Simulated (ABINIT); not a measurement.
# BaTiO3 (P4mm): G0W0 with ABINIT, start to end

How does a plane-wave GW calculation on BaTiO3 (P4mm) run from the first input to the gap?

Method: PBE and many-body steps on it, plane waves, in ABINIT 10.8.3.

### 1. The starting structure

The structure is tetragonal, space group P4mm (No. 99). Conventional cell: a = 3.990 Å, b = 3.990 Å, c = 4.023 Å, α = 90.00°, β = 90.00°, γ = 90.00°. Nearest to Ba lie 12 O at 2.80 to 2.87 Å. Nearest to Ti lie 6 O at 1.84 to 2.18 Å. O has 2 Ti at 1.84 to 2.18 Å and 4 Ba at 2.82 Å nearest. Nearest to O lie 2 Ti at 2.00 Å and 4 Ba at 2.80 to 2.87 Å. Farther neighbours, and contacts between anions beyond the nearest, are not listed.

Structure file:

```cif
data_structure
_symmetry_space_group_name_H-M 'P 1'
_symmetry_Int_Tables_number 1
_cell_length_a 3.9905
_cell_length_b 3.9905
_cell_length_c 4.0230
_cell_angle_alpha 90.000
_cell_angle_beta 90.000
_cell_angle_gamma 90.000
_cell_volume 64.06
loop_
_atom_site_label
_atom_site_type_symbol
_atom_site_fract_x
_atom_site_fract_y
_atom_site_fract_z
_atom_site_occupancy
Ba1 Ba 0.00000 0.00000 0.00000 1
Ti2 Ti 0.50000 0.50000 0.52200 1
O3 O 0.50000 0.50000 0.97900 1
O4 O 0.50000 0.00000 0.48800 1
O5 O 0.00000 0.50000 0.48800 1
```

The cell and positions come from the Crystallography Open Database and are kept as given unless a step says otherwise.

### 2. Ground state

This step: ABINIT 10.8.3; DFT, PBE with spin-orbit coupling, plane waves, norm-conserving pseudopotentials.

The ground-state density comes first.

run.abi reads:

```
acell 3*1.0 Angstrom
rprim 
  3.990480000000 0.000000000000 0.000000000000
  0.000000000000 3.990480000000 0.000000000000
  0.000000000000 0.000000000000 4.023030000000
ntypat 3
znucl 56 22 8
natom 5
typat 1 2 3 3 3
xred 
  0.000000000000 0.000000000000 0.000000000000
  0.500000000000 0.500000000000 0.522000000000
  0.500000000000 0.500000000000 0.979000000000
  0.500000000000 0.000000000000 0.488000000000
  0.000000000000 0.500000000000 0.488000000000
pp_dirpath "pseudos"
pseudos "Ba.upf, Ti.upf, O.upf"
ecut 38
nspinor 2
ngkpt 4 4 4
nshiftk 1
shiftk 0 0 0
kptopt 1
chksymbreak 0
nband 52
occopt 1
tolvrs 1e-10
nstep 60
prtwf 0
optforces 0
optstress 0
indata_prefix "in"
outdata_prefix "out"
tmpdata_prefix "tmp"
```

On the command line:

```
$ OMP_NUM_THREADS=1 mpirun -n 4 abinit run.abi > log
```

The program printed:

```text
.Version 10.8.3 of ABINIT. v10.8.2 released Aug 2026.

 Symmetries : space group P4 m m (# 99); Bravais tP (primitive tetrag.)
================================================================================
 Values of the parameters that define the memory need of the present run
     intxc =       0    ionmov =       0      iscf =       7    lmnmax =      18
     lnmax =      18     mgfft =      45  mpssoang =       5    mqgrid =    3001
     natom =       5  nloc_mem =       1    nspden =       1   nspinor =       2
    nsppol =       1      nsym =       8    n1xccc =    2501    ntypat =       3
    occopt =       1   xclevel =       2
-    mband =          52        mffmem =           1         mkmem =           5
       mpw =        4868          nfft =       91125          nkpt =          18
================================================================================
  Rough estimation (10% accuracy) of disk space for files :
================================================================================

--------------------------------------------------------------------------------
------------- Echo of variables that govern the present computation ------------
--------------------------------------------------------------------------------
 -outvars: echo values of preprocessed input variables --------
            acell      1.8897261259E+00  1.8897261259E+00  1.8897261259E+00 Bohr

      chksymbreak           0
             ecut      3.80000000E+01 Hartree
-          fftalg         312

              ixc     -101130
              kpt      0.00000000E+00  0.00000000E+00  0.00000000E+00
                       2.50000000E-01  0.00000000E+00  0.00000000E+00
                       5.00000000E-01  0.00000000E+00  0.00000000E+00
                       2.50000000E-01  2.50000000E-01  0.00000000E+00
                       5.00000000E-01  2.50000000E-01  0.00000000E+00
                       5.00000000E-01  5.00000000E-01  0.00000000E+00
                       0.00000000E+00  0.00000000E+00  2.50000000E-01
                       2.50000000E-01  0.00000000E+00  2.50000000E-01
                       5.00000000E-01  0.00000000E+00  2.50000000E-01
   [... 7 further rows ...]
                       5.00000000E-01  2.50000000E-01  5.00000000E-01
                       5.00000000E-01  5.00000000E-01  5.00000000E-01
         kptrlatt        4    0    0      0    4    0      0    0    4
          kptrlen      3.01636572E+01
P           mkmem           5
            natom           5
            nband          52
            ngfft          45      45      45
             nkpt          18
          nspinor           2
            nstep          60
             nsym           8
           ntypat           3
              occ      1.000000  1.000000  1.000000  1.000000  1.000000  1.000000
                       1.000000  1.000000  1.000000  1.000000  1.000000  1.000000
                       1.000000  1.000000  1.000000  1.000000  1.000000  1.000000
                       1.000000  1.000000  1.000000  1.000000  1.000000  1.000000
                       1.000000  1.000000  1.000000  1.000000  1.000000  1.000000
                       1.000000  1.000000  1.000000  1.000000  1.000000  1.000000
                       1.000000  1.000000  1.000000  1.000000  0.000000  0.000000
                       0.000000  0.000000  0.000000  0.000000  0.000000  0.000000
                       0.000000  0.000000  0.000000  0.000000
        optforces           0
        optstress           0
            prtwf           0
            rprim      3.9904800000E+00  0.0000000000E+00  0.0000000000E+00
[...]
spgroup          99

           tolvrs      1.00000000E-10

             xred      0.0000000000E+00  0.0000000000E+00  0.0000000000E+00
[...]
znucl       56.00000   22.00000    8.00000

================================================================================

 chkinp: Checking input parameters for consistency.

================================================================================
== DATASET  1 ==================================================================
-   mpi_nproc: 4, omp_nthreads: 1 (-1 if OMP is not activated)

--- !DatasetInfo
iteration_state: {dtset: 1, }
dimensions: {natom: 5, nkpt: 18, mband: 52, nsppol: 1, nspinor: 2, nspden: 1, mpw: 4868, }
cutoff_energies: {ecut:  38.0, pawecutdg:  -1.0, }
electrons: {nelect:   4.00000000E+01, charge:   0.00000000E+00, occopt:   1.00000000E+00, tsmear:   1.00000000E-02, }

 Real(R)+Recip(G) space primitive vectors, cartesian coordinates (Bohr,Bohr^-1):
 R(1)=  7.5409143  0.0000000  0.0000000  G(1)=  0.1326099  0.0000000  0.0000000
 R(2)=  0.0000000  7.5409143  0.0000000  G(2)=  0.0000000  0.1326099  0.0000000
 R(3)=  0.0000000  0.0000000  7.6024249  G(3)=  0.0000000  0.0000000  0.1315370
 Unit cell volume ucvol=  4.3231485E+02 bohr^3
 Angles (23,13,12)=  9.00000000E+01  9.00000000E+01  9.00000000E+01 degrees

 getcut: wavevector=  0.0000  0.0000  0.0000  ngfft=  45  45  45
         ecut(hartree)=     38.000   => boxcut(ratio)=   2.08566

--- Pseudopotential description ------------------------------------------------
- Ba Generated using ONCVPSP code by D. R. Hamann
- 56.00000  10.00000  180419                  znucl, zion, pspdat
[...]
12 -101130 2 -1 1586                          pspcod,pspxc,lmax,lloc,mmax
     nproj     2     3     2     0
     spin-orbit psp
        nprojso     4     2     0
  pspatm : epsatm=   14.68700035
         --- l  ekb(1:nproj) -->
[...]
1    1.974082   -0.084950   -0.000835
[...]
spin-orbit 1    0.068787   -0.038363    0.004495   -0.000209
  spin-orbit 2    0.005108    0.001970
 pspatm: atomic psp has been read  and splines computed

- O Generated using ONCVPSP code by D. R. Hamann
-  8.00000   6.00000  180423                  znucl, zion, pspdat
12 -101130 2 -1 936                           pspcod,pspxc,lmax,lloc,mmax
     nproj     2     2     2     0
     spin-orbit psp
        nprojso     2     2     0
  pspatm : epsatm=    6.19737341
         --- l  ekb(1:nproj) -->
[...]
spin-orbit 1    0.006511    0.001986
  spin-orbit 2   -0.000439    0.000281
 pspatm: atomic psp has been read  and splines computed

   2.40125705E+03                                ecore*ucvol(ha*bohr**3)
--------------------------------------------------------------------------------

_setup2: Arith. and geom. avg. npw (full set) are    4836.828    4836.809

================================================================================

--- !BeginCycle
iteration_state: {dtset: 1, }
solver: {iscf: 7, nstep: 60, nline: 4, wfoptalg: 0, }
tolerances: {tolvrs: 1.00E-10, }

     iter   Etot(hartree)      deltaE(h)  residm     vres2
 ETOT  1  -136.75354688767    -1.368E+02 1.005E-01 1.911E+03
 ETOT  2  -127.69609312880     9.057E+00 1.352E-01 3.403E+04
 ETOT  3  -137.30195670303    -9.606E+00 4.513E-02 5.160E+02
 ETOT  4  -137.32148044157    -1.952E-02 1.483E-02 3.321E+02
 ETOT  5  -137.37170682727    -5.023E-02 3.426E-02 9.743E+01
 ETOT  6  -137.38548762701    -1.378E-02 6.835E-03 3.076E+01
 ETOT  7  -137.39061182411    -5.124E-03 1.098E-02 6.370E+00
 ETOT  8  -137.39173698008    -1.125E-03 8.605E-03 1.015E+00
 ETOT  9  -137.39189051637    -1.535E-04 9.789E-03 3.234E-01
 ETOT 10  -137.39195869333    -6.818E-05 3.921E-03 3.923E-03
 ETOT 11  -137.39195952815    -8.348E-07 1.194E-02 7.759E-05
 ETOT 12  -137.39195954050    -1.235E-08 4.321E-03 1.221E-05
 ETOT 13  -137.39195954331    -2.808E-09 2.452E-03 1.508E-07
 ETOT 14  -137.39195954335    -3.885E-11 1.856E-03 5.602E-10
 ETOT 15  -137.39195954335    -8.527E-13 8.201E-04 2.299E-11

 At SCF step   15       vres2   =  2.30E-11 < tolvrs=  1.00E-10 =>converged.

--- !ResultsGS
iteration_state: {dtset: 1, }
comment   : Summary of ground state results
lattice_vectors:
- [  7.5409143,   0.0000000,   0.0000000, ]
- [  0.0000000,   7.5409143,   0.0000000, ]
- [  0.0000000,   0.0000000,   7.6024249, ]
lattice_lengths: [   7.54091,    7.54091,    7.60242, ]
lattice_angles: [ 90.000,  90.000,  90.000, ] # degrees, (23, 13, 12)
lattice_volume:   4.3231485E+02
convergence: {deltae: -8.527E-13, res2:  2.299E-11, residm:  8.201E-04, diffor:  0.000E+00, }
etotal    :  -1.37391960E+02
entropy   :   0.00000000E+00
fermie    :   2.46945386E-01
cartesian_stress_tensor: null
pressure_GPa: null
xred      :
- [  0.0000E+00,   0.0000E+00,   0.0000E+00, Ba]
- [  5.0000E-01,   5.0000E-01,   5.2200E-01, Ti]
- [  5.0000E-01,   5.0000E-01,   9.7900E-01,  O]
- [  5.0000E-01,   0.0000E+00,   4.8800E-01,  O]
- [  0.0000E+00,   5.0000E-01,   4.8800E-01,  O]
cartesian_forces: null
force_length_stats: {min: null, max: null, mean: null, }

 Integrated electronic density in atomic spheres:
 ------------------------------------------------
 Atom  Sphere_radius  Integrated_density
[...]
================================================================================

 ----iterations are completed or convergence reached----

 Mean square residual over all n,k,spin=   71.430E-07; max=  82.008E-05
 reduced coordinates (array xred) for    5 atoms
       0.000000      0.000000      0.000000
       0.500000      0.500000      0.522000
       0.500000      0.500000      0.979000
       0.500000      0.000000      0.488000
       0.000000      0.500000      0.488000
 rms dE/dt=  0.0000E+00; max dE/dt=  0.0000E+00; dE/dt below (all hartree)
    1       0.000000      0.000000      0.000000
    2       0.000000      0.000000      0.000000
    3       0.000000      0.000000      0.000000
    4       0.000000      0.000000      0.000000
    5       0.000000      0.000000      0.000000

 cartesian coordinates (angstrom) at end:
    1      0.000000     0.000000     0.000000
    2      1.995240     1.995240     2.100022
    3      1.995240     1.995240     3.938546
    4      1.995240     0.000000     1.963239
    5      0.000000     1.995240     1.963239
 length scales=  1.889726  1.889726  1.889726 bohr
              =  1.000000  1.000000  1.000000 angstroms
 prteigrs : about to open file out_EIG
 Fermi (or HOMO) energy (hartree) =   0.24695   Average Vxc (hartree)=  -0.42071
 Eigenvalues (hartree) for nkpt=  18  k points:
 kpt#   1, nband= 52, wtk=  0.01563, kpt=  0.0000  0.0000  0.0000 (reduced coord)
  -1.82874   -1.82874   -0.97259   -0.97259   -0.94927   -0.94927   -0.94756   -0.94756
  -0.66533   -0.66533   -0.37419   -0.37419   -0.35135   -0.35135   -0.34699   -0.34699
  -0.17050   -0.17050   -0.10014   -0.10014   -0.10013   -0.10013    0.15518    0.15518
   0.16288    0.16288    0.16360    0.16360    0.19504    0.19504    0.19561    0.19561
   0.20351    0.20351    0.22894    0.22894    0.23364    0.23364    0.23496    0.23496
   0.31477    0.31477    0.32791    0.32791    0.32880    0.32880    0.39840    0.39894
   0.40783    0.40928    0.42903    0.42914
 prteigrs : prtvol=0 or 1, do not print more k-points.

--- !EnergyTerms
iteration_state     : {dtset: 1, }
comment             : Components of total free energy in Hartree
kinetic             :  6.278153E+01
hartree             :  2.995033E+01
xc                  : -2.807602E+01
Ewald energy        : -1.034926E+02
psp_core            :  5.554417E+00
local_psp           : -1.008046E+02
non_local_psp       : -3.304998E+00
total_energy        : -1.373920E+02
total_energy_eV     : -3.738626E+03
band_energy         : -1.057499E+01

== END DATASET(S) ==============================================================
================================================================================

 -outvars: echo values of variables after computation  --------
           etotal     -1.3739195954E+02
            nband          52
             nkpt          18
          spgroup          99
 [... the other variables as echoed above ...]

 Calculation completed.
```

Elapsed: 3.5 min, on 4 MPI ranks of Arm Neoverse V2, shared host; peak memory 0.48 GiB.

Numbers from this step:

| Quantity | Value |
| --- | --- |
| total energy | -3738.6257 eV |
| gap | 1.845 eV |
| k of the valence top | 0.5, 0.5, 0.5 |
| k of the conduction bottom | 0, 0, 0 |
| least direct gap | 2.172 eV |

The gap is indirect, with the least direct gap 0.33 eV higher.

(Part 1 of 3 ends here.)

[Long decimals in the printed logs are rounded to 6 places.]

[Logs are printed without paths, hosts, clocks, repeated set-up lines and the standing remarks that a program may print on its own settings, such as how far it seeks lower states.]

[Paths, hosts, dates, memory and timing lines, banners, echoed tables and standing remarks are left out of the program output; an Ansatz launch command may be rebuilt from the run's recorded settings. Measured values are a selection of at most five: reports struck by readers or far from the other reports are left out. None is set beside runs whose start may be inverted or whose files or cutoffs have a known fault.]

[Runs of the session that timed out or met a known fault of the program may be left out.]

[Hosts, paths, dates, database ids (printed as entryN), source tags and the programs' standing remarks are cut or masked in the printed files.]

[G0W0 gaps are taken among the corrected bands and points alone; a level outside them can change the order at an edge.]

[Where Ansatz stands beside ABINIT at settings called matched, ABINIT's density can come from a denser mesh and the files from another edition; pairs whose starting gaps differed by over 0.03 eV were left out, so agreement reads better than it is.]
